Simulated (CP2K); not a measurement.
Consider isocyanoallene at its PBE geometry (Å).

```xyz
8

C     2.7770   -1.1036    0.4549
N     1.8651   -0.3956    0.1821
C     0.8449    0.4785   -0.1525
C    -0.4327    0.1603   -0.0688
C    -1.7047   -0.1189    0.0040
H     1.1678    1.4641   -0.4935
H    -2.2410   -0.5554   -0.8420
H    -2.2765    0.0706    0.9158
```

Method: CP2K XAS_TDP, all-electron GAPW, PBEh(45%), aug-cc-pVDZ, TDA, GW2X-corrected core level, no relativity.

Where do the N K-edge lines lie, and how strong are they?

Leading lines: N2 401.99 eV. The leading line of an atom is its first one with 35 % of the strongest within 2.5 eV of its lowest line over the strength cut. Core ionisation energies at this level: N2 406.87 eV.

The first six lines of each atom with a strength over 0.0015:

| atom | energy (eV) | states | strength, one atom | above the computed threshold |
| --- | --- | --- | --- | --- |
| N2 (bonded to 2 C) | 401.99 | 1 | 0.0269 |  |
|  | 402.14 | 1 | 0.0386 |  |
|  | 404.14 | 1 | 0.0087 |  |
|  | 404.57 | 1 | 0.0203 |  |
|  | 407.32 | 1 | 0.0024 | yes |
|  | 407.83 | 1 | 0.0026 | yes |

Lines are vertical, at one geometry, with no vibrational structure. GW2X ionisation energies and lines can be off by 1 to 2 eV either way, and a good line position may hide errors that cancel. These values hold no scalar relativity, about 0.2 eV for N 1s. Rydberg lines, and the discretised continuum above threshold, depend on the basis and the box.

[Banner, clock and machine lines of the logs are left out without a mark of their own.]

[Logs are printed without paths, hosts, clocks, repeated set-up lines and the standing remarks that a program may print on its own settings, such as how far it seeks lower states.]

[Hosts, paths, dates, database ids (printed as entryN), source tags and the programs' standing remarks are cut or masked in the printed files.]
